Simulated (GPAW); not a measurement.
**1T-NbSTe monolayer in an electric field**

How does 1T-NbSTe monolayer screen a perpendicular field?

Main program and level: GPAW 26.7.0; GPAW, PAW setups; layer in a repeated cell with vacuum, relaxation of atoms and in-plane cell, in the first sound run; inputs show where later runs differ.

**1. The starting structure**

The cell holds 3 atoms: 1 Te, 1 Nb and 1 S. Cell: a = 3.724 Å, b = 3.724 Å, c = 17.274 Å, α = 90.0°, β = 90.0°, γ = 120.0°. Vacuum lies along c.

**2. Relaxation**

Forces are removed first; all later runs use this geometry.

run.py

```python
import json
import numpy as np
from ase import Atoms
from ase.filters import FrechetCellFilter
from ase.optimize import BFGS
from gpaw import GPAW, PW

slab = Atoms(
    ['Te', 'Nb', 'S'],
    positions=[
        [1.86193, 1.07499, 7.00000],
        [0.00000, 0.00000, 8.91023],
        [-0.00000, 2.14997, 10.27395]],
    cell=[[3.72386, 0.0, 0.0], [-1.86193, 3.22496, 0.0], [0.0, 0.0, 17.274]],
    pbc=[True, True, True])

slab.calc = GPAW(mode=PW(600), xc='PBE', kpts={'size': (9, 9, 1), 'gamma': True},
                 occupations={'name': 'fermi-dirac', 'width': 0.05}, nbands='160%',
                 convergence={'density': 1e-05}, maxiter=200,
                 symmetry={'tolerance': 1e-3}, txt='slab.txt')
result = {}
# The in-plane cell is free; stress needs a cell that repeats along all three vectors
path = []
opt = BFGS(FrechetCellFilter(slab, mask=[1, 1, 0, 0, 0, 1]), maxstep=0.2)
opt.attach(lambda: path.append((slab.get_potential_energy(), slab.positions.tolist(), slab.get_forces().tolist())))
result['relaxed'] = bool(opt.run(fmax=0.02, steps=45))
result['path'] = path
result['cell'] = slab.cell.tolist()
print('in-plane lattice', slab.cell.cellpar().round(4)[[0, 1, 5]])
energy = slab.get_potential_energy()
fermi = slab.calc.get_fermi_level()
v = slab.calc.get_electrostatic_potential().mean((0, 1)) - fermi
n = slab.calc.get_pseudo_density().mean((0, 1))
L = slab.cell[2, 2]
z = np.arange(len(v)) * L / len(v)
low, high = slab.positions[:, 2].min(), slab.positions[:, 2].max()
below, above = np.interp([low - 4.8, high + 4.8], z, v)
slopes = [np.interp(x, z, np.gradient(v, z)) for x in (low - 4.8, high + 4.8)]
eps = np.array([[slab.calc.get_eigenvalues(k, s) for k in range(len(slab.calc.get_ibz_k_points()))]
                for s in range(slab.calc.get_number_of_spins())]) - fermi
top, bottom = eps[eps < 0].max(), eps[eps > 0].min()
dipole = slab.get_dipole_moment()[2]
print(f'energy {energy:.4f} eV, Fermi level {fermi:.4f} eV, dipole {dipole:.5f} e A')
print(f'potential 4.8 A off the faces, from the Fermi level: lower {below:.4f} eV, upper {above:.4f} eV')
print(f'slope of the potential there: lower {slopes[0]:.5f}, upper {slopes[1]:.5f} eV/A')
print(f'nearest levels on the mesh: {top:.4f} and {bottom:.4f} eV')
print('magnetic moment', round(slab.get_magnetic_moment(), 3))
result.update(energy=energy, fermi=fermi, dipole=dipole, below=below, above=above, slopes=slopes, edges=[top, bottom],
              z=z.tolist(), v=v.tolist(), n=n.tolist(), positions=slab.positions.tolist(),
              forces=slab.get_forces(apply_constraint=False).tolist(), moments=slab.get_magnetic_moments().tolist())
json.dump(result, open('result.json', 'w'))
```

On the command line:

```bash
$ OMP_NUM_THREADS=1 OPENBLAS_NUM_THREADS=1 python run.py
```

Log:

```text
Step          Energy          fmax
BFGS:    0      -19.597773        1.269979
BFGS:    1      -19.645767        1.083441
BFGS:    2      -19.746189        0.661152
BFGS:    3      -19.754302        0.502083
BFGS:    4      -19.776427        0.244196
BFGS:    5      -19.788537        0.222770
BFGS:    6      -19.792199        0.173411
BFGS:    7      -19.792950        0.077971
BFGS:    8      -19.793109        0.028378
BFGS:    9      -19.793166        0.006061
in-plane lattice [  3.5234   3.5234 120.    ]
energy -19.7810 eV, Fermi level -0.1656 eV, dipole -0.07803 e A
potential 4.8 A off the faces, from the Fermi level: lower 4.6381 eV, upper 4.9647 eV
slope of the potential there: lower -0.07598, upper -0.07580 eV/A
nearest levels on the mesh: -0.0047 and 0.1364 eV
magnetic moment 0.0
```

Run time: 4.8 min. Hardware: 1 thread of Arm Neoverse V1, shared host; peak memory 0.31 GiB.

Numbers from this step:

| Property | Result |
| --- | --- |
| dipole along the normal | -0.07803 e·Å |
| levels nearest the Fermi level on the mesh | -0.004659, 0.1364 eV from the Fermi level |

Electrostatic potential energy of an electron (without an applied field's), less the Fermi level, planar mean against z:

```csv
z (Å),"electrostatic potential energy of an electron (without an applied field's), less the Fermi level, planar mean (eV)"
0,4.80
1,4.73
2,4.65
3,4.57
4,4.48
5,4.16
6,-0.0804
7,-20.9
8,-3.69
9,-18.0
10,-10.4
11,0.462
12,5.00
13,5.12
14,5.05
15,4.97
16,4.90
17,4.82
```

Pseudo valence density, planar mean against z:

```csv
z (Å),"pseudo valence density, planar mean (e/Å³)"
0.00,0
0.53,0
0.88,0
1.41,0
1.76,1.4e-6
2.29,5.0e-6
2.82,2.4e-5
3.17,6.6e-5
3.70,2.9e-4
4.23,0.00132
4.58,0.00361
5.11,0.0163
5.46,0.0437
5.99,0.165
6.52,0.292
6.87,0.114
7.40,0.341
7.93,0.311
8.28,0.403
8.81,1.08
9.17,0.908
9.69,0.470
10.22,0.375
10.58,0.357
11.10,0.173
11.63,0.0369
11.99,0.0118
12.51,0.00214
12.87,6.9e-4
13.40,1.3e-4
13.93,2.5e-5
14.28,8.7e-6
14.81,1.6e-6
15.34,0
15.69,0
16.22,0
16.57,0
17.10,0
```

The relaxation lowered the energy of the cell by 0.198 eV (energies extrapolated to zero smearing; the optimiser's log prints free energies). The largest force left on a free atom is 0.0061 eV/Å.

**3. The slab's potential**

With the geometry fixed, the planar mean of the potential gives the vacuum level on each side.

This step: GPAW, PAW setups; slab in vacuum (GPAW 26.7.0).

The cell differs from the one that the last finished run ended in (c 17.274 → 17.365 Å).

Changes to run.py since step 2:

```diff
@@ -3,4 +3,2 @@
 from ase import Atoms
-from ase.filters import FrechetCellFilter
-from ase.optimize import BFGS
 from gpaw import GPAW, PW
@@ -10,21 +8,14 @@
     positions=[
-        [1.86193, 1.07499, 7.00000],
-        [0.00000, 0.00000, 8.91023],
-        [-0.00000, 2.14997, 10.27395]],
-    cell=[[3.72386, 0.0, 0.0], [-1.86193, 3.22496, 0.0], [0.0, 0.0, 17.274]],
-    pbc=[True, True, True])
+        [1.76169, 1.01712, 7.00000],
+        [0.00000, -0.00000, 8.95674],
+        [0.00000, 2.03423, 10.36496]],
+    cell=[[3.52339, 0.0, 0.0], [-1.76169, 3.05135, 0.0], [0.0, 0.0, 17.365]],
+    pbc=[True, True, False])
 
-slab.calc = GPAW(mode=PW(600), xc='PBE', kpts={'size': (9, 9, 1), 'gamma': True},
+slab.calc = GPAW(mode=PW(400), xc='PBE', kpts={'size': (9, 9, 1), 'gamma': True},
                  occupations={'name': 'fermi-dirac', 'width': 0.05}, nbands='160%',
                  convergence={'density': 1e-05}, maxiter=200,
+                 poissonsolver={'dipolelayer': 'xy'},
                  symmetry={'tolerance': 1e-3}, txt='slab.txt')
 result = {}
-# The in-plane cell is free; stress needs a cell that repeats along all three vectors
-path = []
-opt = BFGS(FrechetCellFilter(slab, mask=[1, 1, 0, 0, 0, 1]), maxstep=0.2)
-opt.attach(lambda: path.append((slab.get_potential_energy(), slab.positions.tolist(), slab.get_forces().tolist())))
-result['relaxed'] = bool(opt.run(fmax=0.02, steps=45))
-result['path'] = path
-result['cell'] = slab.cell.tolist()
-print('in-plane lattice', slab.cell.cellpar().round(4)[[0, 1, 5]])
 energy = slab.get_potential_energy()
```

Log:

```text
energy -19.7435 eV, Fermi level -0.1994 eV, dipole -0.05280 e A
potential 4.8 A off the faces, from the Fermi level: lower 4.3745 eV, upper 5.2589 eV
slope of the potential there: lower -0.00025, upper -0.00002 eV/A
nearest levels on the mesh: -0.0049 and 0.1333 eV
magnetic moment 0.0
```

Elapsed: 21 s, on 1 thread; peak memory 0.18 GiB.

Numbers from this step:

* dipole along the normal: -0.05280 e·Å
* levels nearest the Fermi level on the mesh: -0.004919, 0.1333 eV from the Fermi level
* upper work function: 5.259 eV
* lower work function: 4.374 eV

The electrostatic potential energy of an electron (without an applied field's), less the Fermi level, planar mean by z:

```csv
z (Å),"electrostatic potential energy of an electron (without an applied field's), less the Fermi level, planar mean (eV)"
0.0,4.82
0.5,4.37
1.0,4.37
1.5,4.37
2.0,4.37
2.5,4.37
3.0,4.37
3.5,4.37
4.0,4.36
4.5,4.32
5.0,4.13
5.5,3.38
6.0,0.430
6.5,-9.52
7.0,-21.0
7.5,-10.2
8.0,-3.63
8.5,-10.5
9.0,-18.3
9.5,-9.45
10.0,-9.52
10.5,-13.2
11.0,-0.264
11.5,4.11
12.0,5.03
12.5,5.21
13.0,5.25
13.5,5.26
14.0,5.26
14.5,5.26
15.0,5.26
15.5,5.26
16.0,5.26
16.5,5.26
17.0,5.21
```

Pseudo valence density, planar mean against z:

```csv
z (Å),"pseudo valence density, planar mean (e/Å³)"
3,3.9e-5
4,6.5e-4
5,0.0110
6,0.152
7,0.127
8,0.318
9,1.12
10,0.448
11,0.242
12,0.0131
13,5.4e-4
14,2.3e-5
```

The potential is flat to 2.5e-4 eV/Å where it is read, so the vacuum is wide enough.

**4. In a field**

A uniform field along the normal polarises the slab; the atoms stay fixed, so this is the electronic response alone.

Changes to run.py since step 3:

```diff
@@ -4,2 +4,3 @@
 from gpaw import GPAW, PW
+from gpaw.external import ConstantElectricField
 
@@ -18,2 +19,3 @@
                  poissonsolver={'dipolelayer': 'xy'},
+                 external=ConstantElectricField(-0.2, [0, 0, 1]),
                  symmetry={'tolerance': 1e-3}, txt='slab.txt')
```

Log:

```text
energy -19.7608 eV, Fermi level -0.1754 eV, dipole -0.11938 e A
potential 4.8 A off the faces, from the Fermi level: lower 3.7746 eV, upper 5.7840 eV
slope of the potential there: lower -0.00017, upper 0.00000 eV/A
nearest levels on the mesh: -0.0043 and 0.1417 eV
magnetic moment 0.0
```

Elapsed: 66 s, on 1 thread; peak memory 0.25 GiB.

Numbers from this step:

* dipole along the normal: -0.1194 e·Å
* levels nearest the Fermi level on the mesh: -0.004285, 0.1417 eV from the Fermi level
* potential below the slab, the applied field's own ramp left out: 3.775 eV from the Fermi level
* potential above the slab, the applied field's own ramp left out: 5.784 eV from the Fermi level

The electrostatic potential energy of an electron (without an applied field's), less the Fermi level, planar mean by z:

```csv
z (Å),"electrostatic potential energy of an electron (without an applied field's), less the Fermi level, planar mean (eV)"
0.0,4.78
0.5,3.77
1.0,3.77
1.5,3.77
2.0,3.77
2.5,3.77
3.0,3.77
3.5,3.77
4.0,3.76
4.5,3.72
5.0,3.55
5.5,2.83
6.0,-0.0685
6.5,-9.94
7.0,-21.3
7.5,-10.4
8.0,-3.75
8.5,-10.5
9.0,-18.2
9.5,-9.29
10.0,-9.27
10.5,-12.9
11.0,0.166
11.5,4.60
12.0,5.55
12.5,5.73
13.0,5.77
13.5,5.78
14.0,5.78
14.5,5.78
15.0,5.78
15.5,5.78
16.0,5.78
16.5,5.78
17.0,5.68
```

The dipole is now -0.119 e Å, against -0.053 in the run without a field.

**5. Field on**

Changes to run.py since step 4:

```diff
@@ -19,3 +19,3 @@
                  poissonsolver={'dipolelayer': 'xy'},
-                 external=ConstantElectricField(-0.2, [0, 0, 1]),
+                 external=ConstantElectricField(-0.1, [0, 0, 1]),
                  symmetry={'tolerance': 1e-3}, txt='slab.txt')
```

Log:

```text
energy -19.7505 eV, Fermi level -0.1870 eV, dipole -0.08597 e A
potential 4.8 A off the faces, from the Fermi level: lower 4.0737 eV, upper 5.5209 eV
slope of the potential there: lower -0.00020, upper -0.00001 eV/A
nearest levels on the mesh: -0.0046 and 0.1375 eV
magnetic moment 0.0
```

It took 66 s on 1 thread; peak memory 0.25 GiB.

Numbers from this step:

| Quantity | Value |
| --- | --- |
| dipole along the normal | -0.08597 e·Å |
| levels nearest the Fermi level on the mesh | -0.004611, 0.1375 eV from the Fermi level |
| potential below the slab, the applied field's own ramp left out | 4.074 eV from the Fermi level |
| potential above the slab, the applied field's own ramp left out | 5.521 eV from the Fermi level |

Electrostatic potential energy of an electron (without an applied field's), less the Fermi level, planar mean against z:

```csv
z (Å),"electrostatic potential energy of an electron (without an applied field's), less the Fermi level, planar mean (eV)"
0,4.80
1,4.07
2,4.07
3,4.07
4,4.06
5,3.84
6,0.181
7,-21.1
8,-3.69
9,-18.2
10,-9.40
11,-0.0491
12,5.29
13,5.51
14,5.52
15,5.52
16,5.52
17,5.45
```

The dipole is now -0.0860 e Å, against -0.053 in the run without a field.

**6. In a field**

Changes to run.py since step 5:

```diff
@@ -19,3 +19,3 @@
                  poissonsolver={'dipolelayer': 'xy'},
-                 external=ConstantElectricField(-0.1, [0, 0, 1]),
+                 external=ConstantElectricField(-0.05, [0, 0, 1]),
                  symmetry={'tolerance': 1e-3}, txt='slab.txt')
```

Log:

```text
energy -19.7466 eV, Fermi level -0.1931 eV, dipole -0.06926 e A
potential 4.8 A off the faces, from the Fermi level: lower 4.2239 eV, upper 5.3898 eV
slope of the potential there: lower -0.00023, upper -0.00002 eV/A
nearest levels on the mesh: -0.0048 and 0.1354 eV
magnetic moment 0.0
```

Wall time 66 s (1 thread); peak memory 0.25 GiB.

**7. In a field**

Changes to run.py since step 6:

```diff
@@ -19,3 +19,3 @@
                  poissonsolver={'dipolelayer': 'xy'},
-                 external=ConstantElectricField(-0.05, [0, 0, 1]),
+                 external=ConstantElectricField(0.05, [0, 0, 1]),
                  symmetry={'tolerance': 1e-3}, txt='slab.txt')
```

Log:

```text
energy -19.7413 eV, Fermi level -0.2059 eV, dipole -0.03580 e A
potential 4.8 A off the faces, from the Fermi level: lower 4.5255 eV, upper 5.1282 eV
slope of the potential there: lower -0.00028, upper -0.00002 eV/A
nearest levels on the mesh: -0.0051 and 0.1312 eV
magnetic moment 0.0
```

Wall time 66 s (1 thread); peak memory 0.25 GiB.

**8. In a field**

Changes to run.py since step 7:

```diff
@@ -19,3 +19,3 @@
                  poissonsolver={'dipolelayer': 'xy'},
-                 external=ConstantElectricField(0.05, [0, 0, 1]),
+                 external=ConstantElectricField(0.1, [0, 0, 1]),
                  symmetry={'tolerance': 1e-3}, txt='slab.txt')
```

Log:

```text
energy -19.7399 eV, Fermi level -0.2126 eV, dipole -0.01905 e A
potential 4.8 A off the faces, from the Fermi level: lower 4.6769 eV, upper 4.9978 eV
slope of the potential there: lower -0.00031, upper -0.00003 eV/A
nearest levels on the mesh: -0.0052 and 0.1291 eV
magnetic moment 0.0
```

It took 66 s on 1 thread; peak memory 0.25 GiB.

The dipole is now -0.0190 e Å, against -0.053 in the run without a field.

**9. In a field**

Changes to run.py since step 8:

```diff
@@ -19,3 +19,3 @@
                  poissonsolver={'dipolelayer': 'xy'},
-                 external=ConstantElectricField(0.1, [0, 0, 1]),
+                 external=ConstantElectricField(0.2, [0, 0, 1]),
                  symmetry={'tolerance': 1e-3}, txt='slab.txt')
```

Log:

```text
energy -19.7396 eV, Fermi level -0.2267 eV, dipole 0.01449 e A
potential 4.8 A off the faces, from the Fermi level: lower 4.9812 eV, upper 4.7376 eV
slope of the potential there: lower -0.00038, upper -0.00003 eV/A
nearest levels on the mesh: -0.0055 and 0.1249 eV
magnetic moment 0.0
```

Run time: 65 s. Hardware: 1 thread; peak memory 0.25 GiB.

Electrostatic potential energy of an electron (without an applied field's), less the Fermi level, planar mean against z:

```csv
z (Å),"electrostatic potential energy of an electron (without an applied field's), less the Fermi level, planar mean (eV)"
0.0,4.86
0.5,4.98
1.0,4.98
1.5,4.98
2.0,4.98
2.5,4.98
3.0,4.98
3.5,4.98
4.0,4.96
4.5,4.92
5.0,4.72
5.5,3.94
6.0,0.930
6.5,-9.10
7.0,-20.6
7.5,-9.96
8.0,-3.50
8.5,-10.5
9.0,-18.3
9.5,-9.61
10.0,-9.78
10.5,-13.6
11.0,-0.694
11.5,3.63
12.0,4.53
12.5,4.70
13.0,4.73
13.5,4.74
14.0,4.74
14.5,4.74
15.0,4.74
15.5,4.74
16.0,4.74
16.5,4.74
17.0,4.75
```

The dipole is now 0.0145 e Å, against -0.053 in the run without a field.

**10. In a field**

Changes to run.py since step 9:

```diff
@@ -19,3 +19,3 @@
                  poissonsolver={'dipolelayer': 'xy'},
-                 external=ConstantElectricField(0.2, [0, 0, 1]),
+                 external=ConstantElectricField(0.3, [0, 0, 1]),
                  symmetry={'tolerance': 1e-3}, txt='slab.txt')
```

Log:

```text
energy -19.7426 eV, Fermi level -0.2416 eV, dipole 0.04809 e A
potential 4.8 A off the faces, from the Fermi level: lower 5.2875 eV, upper 4.4784 eV
slope of the potential there: lower -0.00047, upper -0.00004 eV/A
nearest levels on the mesh: -0.0057 and 0.1208 eV
magnetic moment 0.0
```

The job ended after 66 s (1 thread; peak memory 0.25 GiB).

The dipole is now 0.0481 e Å, against -0.053 in the run without a field.

**11. The series**

The members are put on one axis.

This step: induced dipole against applied field (GPAW 26.7.0).

Dipole along the normal against field:

```csv
field (V/Å),dipole along the normal (e·Å)
-0.200,-0.119
-0.100,-0.0860
-0.050,-0.0693
0.000,-0.0528
0.050,-0.0358
0.100,-0.0190
0.200,0.0145
0.300,0.0481
```

**12. A changed run**

One more run, with changed settings.

This step: GPAW, PAW setups; slab in vacuum (GPAW 26.7.0).

Changes to run.py since step 10:

```diff
@@ -4,3 +4,2 @@
 from gpaw import GPAW, PW
-from gpaw.external import ConstantElectricField
 
@@ -16,6 +15,5 @@
 slab.calc = GPAW(mode=PW(400), xc='PBE', kpts={'size': (9, 9, 1), 'gamma': True},
-                 occupations={'name': 'fermi-dirac', 'width': 0.05}, nbands='160%',
-                 convergence={'density': 1e-05}, maxiter=200,
+                 occupations={'name': 'fermi-dirac', 'width': 0.05}, nbands='100%',
+                 convergence={'density': 1e-05}, maxiter=100,
                  poissonsolver={'dipolelayer': 'xy'},
-                 external=ConstantElectricField(0.3, [0, 0, 1]),
                  symmetry={'tolerance': 1e-3}, txt='slab.txt')
```

Log:

```text
energy -19.7435 eV, Fermi level -0.1994 eV, dipole -0.05280 e A
potential 4.8 A off the faces, from the Fermi level: lower 4.3745 eV, upper 5.2589 eV
slope of the potential there: lower -0.00025, upper -0.00002 eV/A
nearest levels on the mesh: -0.0049 and 0.1333 eV
magnetic moment 0.0
```

Elapsed: 21 s, on 1 thread; peak memory 0.18 GiB.

The setting was moved on purpose (too few bands), yet the results that both runs give agree within 1 %.

Side by side:

```csv
quantity,this run,sound run,difference
dipole along the normal (e·Å),-0.052805,-0.052804,-1.0e-6
upper work function (eV),5.2589,5.2589,2.2e-6
lower work function (eV),4.3745,4.3745,-1.5e-5
```

**13. Results**

```yaml
work_function_upper_and_lower_face: 5.259 and 4.374 eV
dipole_along_the_normal: -0.0528 e Å
induced_dipole_per_field: 0.335 e Å per V/Å
out_of_plane_polarisability_per_area_alpha_eps_0_a: 5.64 Å
```

**Reading.** The field induces 0.335 e Å per V/Å, a polarisable thickness α/(ε0 A) of 5.64 Å beside 3.36 Å between the outermost nuclei. A perfect conductor would give the distance between its two image planes; a dielectric of thickness t gives t(1 - 1/ε). The two faces differ by 0.88 eV, the step that the slab's dipole makes (e p/(ε0 A) gives 0.89 eV), so the dipole layer is needed. The induced dipole is linear in the field over this range. The starting lattice was a guess from atomic radii; the relaxation moved it by -5 %. The relaxation of atoms and cell ran in a fully periodic cell without the dipole layer, so the atoms of this polar layer felt a small spurious field. The cell holds an odd number of electrons, so without spin polarisation it must come out metallic and without a moment, whatever its true state. The layer's cell and atoms come from the relaxation; spin-orbit coupling and temperature are left out.

[Logs are printed without paths, hosts, clocks, repeated set-up lines and the standing remarks that a program may print on its own settings, such as how far it seeks lower states.]

[Hosts, paths, dates, database ids (printed as entryN), source tags and the programs' standing remarks are cut or masked in the printed files.]
